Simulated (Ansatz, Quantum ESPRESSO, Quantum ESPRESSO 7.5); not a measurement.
## Conductance against width: a In chain with one bond drawn out

Wanted: T at the Fermi level along a series, and its decay constant, for a In chain with one bond drawn out.

Main program and level: Quantum ESPRESSO 7.5; plane-wave DFT, PBE, GBRV ultrasoft pseudopotentials (cross-check by Ansatz 0.2.0 with PAW datasets).

**1. The starting structure**

The cell holds 10 atoms: 10 In. Cell: a = 7.500 Å, b = 7.500 Å, c = 30.000 Å, α = 90.0°, β = 90.0°, γ = 90.0°. Regions: left lead, 5 atoms (5 In); right lead, 5 atoms (5 In). Vacuum lies along a and b. The structure is stacked along c, and the current runs across the ab planes.

**2. SCF with pw.x, 0.5 Å**

One periodic cell holds a stretch of lead, the junction and more lead; the atoms stay as built.

j0.scf.in reads:

```
&control
  prefix = 'j0.scf'
  outdir = './out'
  pseudo_dir = './pseudo'
  calculation = 'scf'
  tprnfor = .true.
/
&system
  ibrav = 0
  nat = 10
  ntyp = 1
  ecutwfc = 34
  ecutrho = 170
  occupations = 'smearing'
  smearing = 'mv'
  degauss = 0.01
/
&electrons
  conv_thr = 1e-07
  mixing_beta = 0.25
  electron_maxstep = 120
  mixing_mode = 'local-TF'
/
ATOMIC_SPECIES
  In  114.8180  in_pbe_v1.4.uspp.F.UPF
CELL_PARAMETERS angstrom
  7.50000000000000 0.00000000000000 0.00000000000000
  0.00000000000000 7.50000000000000 0.00000000000000
  0.00000000000000 0.00000000000000 30.00000000000000
ATOMIC_POSITIONS crystal
  In  0.500000000000 0.500000000000 0.000000000000
  In  0.500000000000 0.500000000000 0.098333333333
  In  0.500000000000 0.500000000000 0.196666666667
  In  0.500000000000 0.500000000000 0.295000000000
  In  0.500000000000 0.500000000000 0.393333333333
  In  0.500000000000 0.500000000000 0.508333333333
  In  0.500000000000 0.500000000000 0.606666666667
  In  0.500000000000 0.500000000000 0.705000000000
  In  0.500000000000 0.500000000000 0.803333333333
  In  0.500000000000 0.500000000000 0.901666666667
K_POINTS automatic
  1 1 3 0 0 0
```

Run with:

```
$ OMP_NUM_THREADS=1 mpirun -n 4 pw.x -nk 1 -in j0.scf.in > j0.scf.out
```

Output:

```text
Program PWSCF v.7.5 starts
[citation notice left out]

     Parallel version (MPI & OpenMP), running on       4 processor cores
     Number of MPI processes:                 4
     Threads/MPI process:                     1

     MPI processes distributed on     1 nodes
[...]
Current dimensions of program PWSCF are:
     Max number of different atomic species (ntypx) = 10
     Max number of k-points (npk) =  40000
     Max angular momentum in pseudopotentials (lmaxx) =  4
     Message from routine setup:
     using ibrav=0 with symmetry is DISCOURAGED, use correct ibrav instead

     R & G space division:  proc/nbgrp/npool/nimage =       4
     Subspace diagonalization in iterative solution of the eigenvalue problem:
     a serial algorithm will be used

     Parallelization info
     --------------------
     sticks:   dense  smooth     PW     G-vecs:    dense   smooth      PW
     Min         677     544    138               106465    76226    9708
     Max         678     545    139               106488    76239    9719
     Sum        2709    2177    553               425887   304923   38857

     Using Slab Decomposition

     bravais-lattice index     =            0
     lattice parameter (alat)  =      14.1729  a.u.
     unit-cell volume          =   11387.8145 (a.u.)^3
     number of atoms/cell      =           10
     number of atomic types    =            1
     number of electrons       =       130.00
     number of Kohn-Sham states=           78
     kinetic-energy cutoff     =      34.0000  Ry
     charge density cutoff     =     170.0000  Ry
     scf convergence threshold =      1.0E-07
     mixing beta               =       0.2500
     number of iterations used =            8  local-TF  mixing
     Exchange-correlation=  SLA  PW   PBX  PBC
                           (   1   4   3   4   0   0   0)

     celldm(1)=  14.172946  celldm(2)=   0.000000  celldm(3)=   0.000000
     celldm(4)=   0.000000  celldm(5)=   0.000000  celldm(6)=   0.000000

     crystal axes: (cart. coord. in units of alat)
               a(1) = (   1.000000   0.000000   0.000000 )
               a(2) = (   0.000000   1.000000   0.000000 )
               a(3) = (   0.000000   0.000000   4.000000 )

     reciprocal axes: (cart. coord. in units 2 pi/alat)
               b(1) = (  1.000000  0.000000  0.000000 )
               b(2) = (  0.000000  1.000000  0.000000 )
               b(3) = (  0.000000  0.000000  0.250000 )

     PseudoPot. # 1 for In read from file:
     ./pseudo/in_pbe_v1.4.uspp.F.UPF
     Pseudo is Ultrasoft + core correction, Zval = 13.0
     Generated by new atomic code, or converted to UPF format
     Using radial grid of  889 points,  6 beta functions with:
                l(1) =   0
                l(2) =   0
                l(3) =   1
                l(4) =   1
                l(5) =   2
                l(6) =   2
     Q(r) pseudized with  6 coefficients,  rinner =    1.400   1.400   1.400
                                                       1.400   1.400

     atomic species   valence    mass     pseudopotential
     In               13.00   114.81800     In( 1.00)

      8 Sym. Ops. (no inversion) found

   Cartesian axes

     site n.     atom                  positions (alat units)
         1        In     tau(   1) = (   0.5000000   0.5000000   0.0000000  )
         2        In     tau(   2) = (   0.5000000   0.5000000   0.3933333  )
         3        In     tau(   3) = (   0.5000000   0.5000000   0.7866667  )
         4        In     tau(   4) = (   0.5000000   0.5000000   1.1800000  )
         5        In     tau(   5) = (   0.5000000   0.5000000   1.5733333  )
         6        In     tau(   6) = (   0.5000000   0.5000000   2.0333333  )
         7        In     tau(   7) = (   0.5000000   0.5000000   2.4266667  )
         8        In     tau(   8) = (   0.5000000   0.5000000   2.8200000  )
         9        In     tau(   9) = (   0.5000000   0.5000000   3.2133333  )
        10        In     tau(  10) = (   0.5000000   0.5000000   3.6066667  )

     number of k points=     2  Marzari-Vanderbilt smearing, width (Ry)=  0.0100
                       cart. coord. in units 2pi/alat
        k(    1) = (   0.0000000   0.0000000   0.0000000), wk =   0.6666667
        k(    2) = (   0.0000000   0.0000000   0.0833333), wk =   1.3333333

     Dense  grid:   425887 G-vectors     FFT dimensions: (  60,  60, 240)

     Smooth grid:   304923 G-vectors     FFT dimensions: (  54,  54, 216)

     Estimated max dynamical RAM per process >     468.71 MB

     Estimated total dynamical RAM >       1.83 GB

     Check: negative core charge=   -0.000001

     Initial potential from superposition of free atoms

     starting charge     115.0000, renormalised to     130.0000

     negative rho (up, down):  1.434E-02 0.000E+00
     Starting wfcs are   90 randomized atomic wfcs

     total cpu time spent up to now is        1.9 secs

     per-process dynamical memory:   125.2 Mb

     Self-consistent Calculation

     iteration #  1     ecut=    34.00 Ry     beta= 0.25
     Davidson diagonalization with overlap
     ethr =  1.00E-02,  avg # of iterations =  3.0

     negative rho (up, down):  4.340E-01 0.000E+00

     total cpu time spent up to now is        7.5 secs

     total energy              =   -1342.00483158 Ry
     estimated scf accuracy    <      52.44026259 Ry

     iteration #  2     ecut=    34.00 Ry     beta= 0.25
[...]
negative rho (up, down):  1.547E+00 0.000E+00

[...]
total energy              =   -1329.65550982 Ry
     estimated scf accuracy    <      28.27727849 Ry

     iteration #  3     ecut=    34.00 Ry     beta= 0.25
[...]
negative rho (up, down):  1.714E+00 0.000E+00

[...]
total energy              =   -1333.88754562 Ry
     estimated scf accuracy    <       1.83292415 Ry

     iteration #  4     ecut=    34.00 Ry     beta= 0.25
[...]
negative rho (up, down):  1.420E+00 0.000E+00

[...]
total energy              =   -1333.87921254 Ry
     estimated scf accuracy    <       0.77458336 Ry

     iteration #  5     ecut=    34.00 Ry     beta= 0.25
[...]
negative rho (up, down):  1.068E+00 0.000E+00

[...]
total energy              =   -1333.85214827 Ry
     estimated scf accuracy    <       0.27080604 Ry

     iteration #  6     ecut=    34.00 Ry     beta= 0.25
[...]
negative rho (up, down):  8.375E-01 0.000E+00

[...]
total energy              =   -1333.86564544 Ry
     estimated scf accuracy    <       0.05033826 Ry

     iteration #  7     ecut=    34.00 Ry     beta= 0.25
[...]
negative rho (up, down):  1.021E-01 0.000E+00

[...]
total energy              =   -1333.82423644 Ry
     estimated scf accuracy    <       0.04348859 Ry

     iteration #  8     ecut=    34.00 Ry     beta= 0.25
[...]
negative rho (up, down):  4.580E-02 0.000E+00

[...]
total energy              =   -1333.82574149 Ry
     estimated scf accuracy    <       0.00177084 Ry

     iteration #  9     ecut=    34.00 Ry     beta= 0.25
[...]
c_bands:  1 eigenvalues not converged
[...]
negative rho (up, down):  1.210E-02 0.000E+00

[...]
total energy              =   -1333.82663710 Ry
     estimated scf accuracy    <       0.00053921 Ry

     iteration # 10     ecut=    34.00 Ry     beta= 0.25
[...]
negative rho (up, down):  5.774E-03 0.000E+00

[...]
total energy              =   -1333.82685135 Ry
     estimated scf accuracy    <       0.00026868 Ry

     iteration # 11     ecut=    34.00 Ry     beta= 0.25
[...]
negative rho (up, down):  5.329E-03 0.000E+00

[...]
total energy              =   -1333.82674702 Ry
     estimated scf accuracy    <       0.00023338 Ry

     iteration # 12     ecut=    34.00 Ry     beta= 0.25
[...]
negative rho (up, down):  5.165E-03 0.000E+00

[...]
total energy              =   -1333.82682408 Ry
     estimated scf accuracy    <       0.00000786 Ry

     iteration # 13     ecut=    34.00 Ry     beta= 0.25
[...]
negative rho (up, down):  5.132E-03 0.000E+00

[...]
total energy              =   -1333.82683642 Ry
     estimated scf accuracy    <       0.00000291 Ry

     iteration # 14     ecut=    34.00 Ry     beta= 0.25
[...]
negative rho (up, down):  5.074E-03 0.000E+00

[...]
total energy              =   -1333.82683652 Ry
     estimated scf accuracy    <       0.00000097 Ry

     iteration # 15     ecut=    34.00 Ry     beta= 0.25
[...]
negative rho (up, down):  4.965E-03 0.000E+00

[...]
total energy              =   -1333.82683788 Ry
     estimated scf accuracy    <       0.00000059 Ry

     iteration # 16     ecut=    34.00 Ry     beta= 0.25
[...]
negative rho (up, down):  5.113E-03 0.000E+00

[...]
End of self-consistent calculation

          k = 0.0000 0.0000 0.0000 ( 38001 PWs)   bands (ev):

   -16.3590 -16.3045 -16.2969 -16.2200 -16.2197 -16.2156 -16.2153 -16.1763
   -16.1763 -16.1683 -16.1438 -16.1438 -16.0969 -16.0969 -16.0920 -16.0486
   -16.0486 -16.0385 -16.0382 -16.0254 -16.0251 -16.0148 -16.0145 -16.0118
   -16.0115 -16.0086 -16.0083 -16.0071 -16.0071 -16.0052 -16.0049 -15.9795
   -15.9794 -15.9792 -15.9791 -15.9592 -15.9592 -15.9508 -15.9135 -15.9135
   -15.8651 -15.8615 -15.8615 -15.8123 -15.8123 -15.7973 -15.7973 -15.7448
   -15.6583 -15.6121  -7.4487  -7.3108  -7.2428  -6.8480  -6.6731  -5.9813
    -5.7565  -4.7288  -4.4715  -3.3072  -2.3550  -1.2665  -1.2665  -1.0981
    -1.0981  -1.0607  -1.0607  -0.7811  -0.5888  -0.5850  -0.5850  -0.4645
    -0.4645   0.2781   0.2781   0.4205   0.4205   1.0166

          k = 0.0000 0.0000 0.0833 ( 38109 PWs)   bands (ev):

   -16.3525 -16.3316 -16.2649 -16.2200 -16.2197 -16.2156 -16.2154 -16.1928
   -16.1763 -16.1763 -16.1440 -16.1440 -16.0962 -16.0962 -16.0680 -16.0503
   -16.0503 -16.0386 -16.0383 -16.0254 -16.0252 -16.0148 -16.0145 -16.0118
   -16.0115 -16.0086 -16.0083 -16.0052 -16.0049 -16.0044 -16.0044 -15.9795
   -15.9794 -15.9792 -15.9791 -15.9714 -15.9619 -15.9619 -15.9118 -15.9118
   -15.8624 -15.8624 -15.8502 -15.8119 -15.8119 -15.7976 -15.7976 -15.7525
   -15.6545 -15.6133  -7.4367  -7.3627  -7.1614  -6.9634  -6.5248  -6.1878
    -5.5074  -5.0449  -4.1209  -3.5751  -2.0294  -1.3919  -1.2471  -1.2471
    -1.1813  -1.1813  -0.9423  -0.9423  -0.7438  -0.7438  -0.2733  -0.2733
     0.0369   0.0369   0.0727   0.6837   0.6837   0.8905

     the Fermi energy is    -1.1216 ev

!    total energy              =   -1333.82683870 Ry
     estimated scf accuracy    <       0.00000008 Ry
     smearing contrib. (-TS)   =      -0.00160447 Ry
     internal energy E=F+TS    =   -1333.82523423 Ry

     The total energy is F=E-TS. E is the sum of the following terms:
     one-electron contribution =   -1419.13703335 Ry
     hartree contribution      =     763.25622879 Ry
     xc contribution           =    -376.28712763 Ry
     ewald contribution        =    -301.65730204 Ry

     convergence has been achieved in  16 iterations

     negative rho (up, down):  5.113E-03 0.000E+00

     Forces acting on atoms (cartesian axes, Ry/au):

     atom    1 type  1   force =     0.00000000    0.00000000    0.00072956
     atom    2 type  1   force =     0.00000000    0.00000000    0.00212896
     atom    3 type  1   force =     0.00000000    0.00000000    0.00180034
     atom    4 type  1   force =     0.00000000    0.00000000   -0.00848528
     atom    5 type  1   force =     0.00000000    0.00000000    0.01934548
     atom    6 type  1   force =     0.00000000    0.00000000   -0.01932818
     atom    7 type  1   force =     0.00000000    0.00000000    0.00856055
     atom    8 type  1   force =     0.00000000    0.00000000   -0.00188980
     atom    9 type  1   force =     0.00000000    0.00000000   -0.00207829
     atom   10 type  1   force =     0.00000000    0.00000000   -0.00078334

     Total force =     0.030165     Total SCF correction =     0.000231

[...]
=------------------------------------------------------------------------------=
   JOB DONE.
=------------------------------------------------------------------------------=
```

Wall time 74 s (4 MPI ranks of Arm Neoverse V2, shared host); peak memory 1.9 GiB.

Read from the output:

```
free energy  : -18147.6386 eV
Fermi energy : -1.122 eV
```

The run needed 16 iterations to bring the estimated error under 1e-07 Ry; the largest force on any atom, held or free, is 0.50 eV/Å.

(Continued in part 2 of 5.)

[Logs are printed without paths, hosts, clocks, repeated set-up lines and the standing remarks that a program may print on its own settings, such as how far it seeks lower states.]

[Hosts, paths, dates, database ids (printed as entryN), source tags and the programs' standing remarks are cut or masked in the printed files.]

[Maps of the electrostatic potential energy from Ansatz leave out the sawtooth potential of an applied field or a dipole correction, so their vacuum need not be flat; planar profiles and work functions include it.]
